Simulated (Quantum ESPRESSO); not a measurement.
**BP (F-43m): a worked LO-TO splitting**

Aim: work out the LO frequency and the static dielectric constant of BP (F-43m) from one linear-response run, then check them.

Calculated with Quantum ESPRESSO 7.5; DFT LDA, scalar-relativistic, plane waves, PseudoDojo norm-conserving pseudopotentials.

## Step 1: The relaxed structure

The structure is cubic, space group F-43m (No. 216). The conventional cell has a = 4.487 Å, b = 4.487 Å, c = 4.487 Å, α = 90.00°, β = 90.00°, γ = 90.00°. B has 4 P at 1.94 Å nearest. P has 4 B at 1.94 Å nearest. Farther neighbours are not listed.

This is the cell after its relaxation at this level of theory, not the database cell from which that began.

## Step 2: What the response run gave

A linear-response run on the relaxed cell, with the response to an electric field; only its zone-centre results are used. Cutoff 84 Ry, k mesh 12×12×12.

Log:

```text
[banners, grids, parts of the stress and lines that vanish by symmetry left out]
Program PHONON v.7.5
     Reading xml data from directory:

[...]
Exchange-correlation= PW
                           (   1   4   0   0   0   0   0)
[...]
kinetic-energy cut-off    =      84.0000  Ry
     charge density cut-off    =     336.0000  Ry
     convergence threshold     =      1.0E-18
[...]
Exchange-correlation= PW
                           (   1   4   0   0   0   0   0)
[...]
q = (   0.0000000   0.0000000   0.0000000 )
     25 Sym.Ops. (with q -> -q+G )
     G cutoff =  305.9710  (  15905 G-vectors)     FFT grid: ( 36, 36, 36)
     number of k points=    72
[...]
Mode symmetry, T_d (-43m)  point group:
[...]
Dielectric constant
[...]
End of electric fields calculation
          Dielectric constant in cartesian axis
          (       9.159297068      -0.000000000       0.000000000 )
          (      -0.000000000       9.159297068       0.000000000 )
          (      -0.000000000       0.000000000       9.159297068 )
          Effective charges (d Force / dE) in cartesian axis without acoustic sum rule applied (asr)
           atom    1  B     Mean Z*:       -0.64515
      Ex  (       -0.64515       -0.00000       -0.00000 )
      Ey  (       -0.00000       -0.64515        0.00000 )
      Ez  (       -0.00000        0.00000       -0.64515 )
           atom    2  P     Mean Z*:        0.64151
      Ex  (        0.64151       -0.00000       -0.00000 )
      Ey  (       -0.00000        0.64151        0.00000 )
      Ez  (       -0.00000        0.00000        0.64151 )
          Effective charges Sum: Mean:       -0.00364
[...]
Effective charges (d Force / dE) in cartesian axis with asr applied:
           atom    1  B     Mean Z*:       -0.64333
[...]
atom    2  P     Mean Z*:        0.64333
[...]
Representation #   1 modes #   1   2   3
[...]
End of self-consistent calculation
     Convergence has been achieved
     Representation #   2 modes #   4   5   6
[...]
End of self-consistent calculation
     Convergence has been achieved
[...]
Dielectric constant in cartesian axis
          (       9.159297068      -0.000000000       0.000000000 )
          (      -0.000000000       9.159297068       0.000000000 )
          (      -0.000000000       0.000000000       9.159297068 )
          Effective charges (d Force / dE) in cartesian axis without acoustic sum rule applied (asr)
           atom    1  B     Mean Z*:       -0.64515
      Ex  (       -0.64515       -0.00000       -0.00000 )
      Ey  (       -0.00000       -0.64515        0.00000 )
      Ez  (       -0.00000        0.00000       -0.64515 )
           atom    2  P     Mean Z*:        0.64151
      Ex  (        0.64151       -0.00000       -0.00000 )
      Ey  (       -0.00000        0.64151        0.00000 )
      Ez  (       -0.00000        0.00000        0.64151 )
          Effective charges Sum: Mean:       -0.00364
[...]
Effective charges (d Force / dE) in cartesian axis with asr applied:
           atom    1  B     Mean Z*:       -0.64333
[...]
atom    2  P     Mean Z*:        0.64333
[...]
q = (    0.000000000   0.000000000   0.000000000 )
[...]
freq (    1) =      -0.015878 [THz] =      -0.529625 [cm-1]
     freq (    2) =      -0.015878 [THz] =      -0.529625 [cm-1]
     freq (    3) =      -0.015878 [THz] =      -0.529625 [cm-1]
     freq (    4) =      24.617863 [THz] =     821.163523 [cm-1]
     freq (    5) =      24.617863 [THz] =     821.163523 [cm-1]
     freq (    6) =      24.617863 [THz] =     821.163523 [cm-1]
[...]
Mode symmetry, T_d (-43m)  point group:
     freq (   1-   3) =         -0.5  [cm-1]   --> T_2  G_15 P_4   I+R
     freq (   4-   6) =        821.2  [cm-1]   --> T_2  G_15 P_4   I+R

   JOB DONE.
```

| quantity | value |
| --- | --- |
| cell volume Ω (Å³) | 22.586 |
| mass of B (u) | 10.810 |
| mass of P (u) | 30.974 |
| Born charge of B, raw (e) | -0.645 |
| Born charge of P, raw (e) | 0.641 |
| ε∞ | 9.159 |
| ω(TO) after the sum rule (cm⁻¹) | 821.2 |

## Step 3: The calculation

The charges must sum to zero over the cell; taking off their mean, -0.002 e, leaves Z* = -0.643 e on B. In the polar mode B moves against P, so the reduced mass is μ = 10.81 × 30.97 / 41.78 = 8.013 u.

A longitudinal wave builds up a field that adds to the restoring force: ω(LO)² = ω(TO)² + 4π Z*² / (μ Ω ε∞), in Hartree atomic units. With μ = 14607 electron masses and Ω = 152.42 bohr³ the second term is 2.5506e-07 Ha², or 12286 cm⁻² (1 Ha = 219474.6 cm⁻¹).

So ω(LO) = √(674304 + 12286) = 828.6 cm⁻¹, and by the Lyddane-Sachs-Teller relation ε₀ = ε∞ (ω(LO)/ω(TO))² = 9.33.

## Step 4: Check against the program

The analysis program adds the same non-analytic term to the full matrix, here for q along (1 0 0).

Log:

```text
[banner, memory and clock lines left out]
Program DYNMAT v.7.5

     Reading Dynamical Matrix from file g.dyn
     ...Force constants read
     ...epsilon and Z* read

     Polarizability (A^3 units)
     multiply by 0.268834 for Clausius-Mossotti correction
        14.665007   -0.000000   -0.000000
        -0.000000   14.665007    0.000000
         0.000000    0.000000   14.665007

     IR activities are in (D/A)^2/amu units

# mode   [cm-1]    [THz]      IR
    1     -0.00   -0.0000    0.0000
    2     -0.00   -0.0000    0.0000
    3      0.00    0.0000    0.0000
    4    821.16   24.6179    1.1916
    5    821.16   24.6179    1.1916
    6    828.61   24.8411    1.1916
```

ε₀ comes from the program's run without a direction of q.

| quantity | by hand | program |
| --- | --- | --- |
| ω(LO) (cm⁻¹) | 828.6 | 828.6 |
| ε₀ | 9.33 | 9.33 |

## Step 5: Outcome

| Property | Result |
| --- | --- |
| TO mode | 821.2 cm⁻¹ |
| LO mode | 828.6 cm⁻¹ |
| static dielectric constant | 9.326 |

The LO mode of BP (F-43m) lies at 829 cm⁻¹, 7 cm⁻¹ above the TO mode; the formula meets the program within 0.1 cm⁻¹, as it must for a cubic crystal with one polar mode. ω(LO)² − ω(TO)² goes with Z*²/ε∞: an error of 5 % in ε∞ would move the LO mode by 0.4 cm⁻¹, and semilocal functionals tend to overestimate ε∞. These are harmonic values at zero temperature, at the volume of this functional, for the structure held cubic; stability elsewhere in the zone is no part of this calculation.

[Host names and launcher messages were left out of these logs when they were recorded.]

[Logs are printed without paths, hosts, clocks, repeated set-up lines and the standing remarks that a program may print on its own settings, such as how far it seeks lower states.]

[Hosts, paths, dates, database ids (printed as entryN), source tags and the programs' standing remarks are cut or masked in the printed files.]
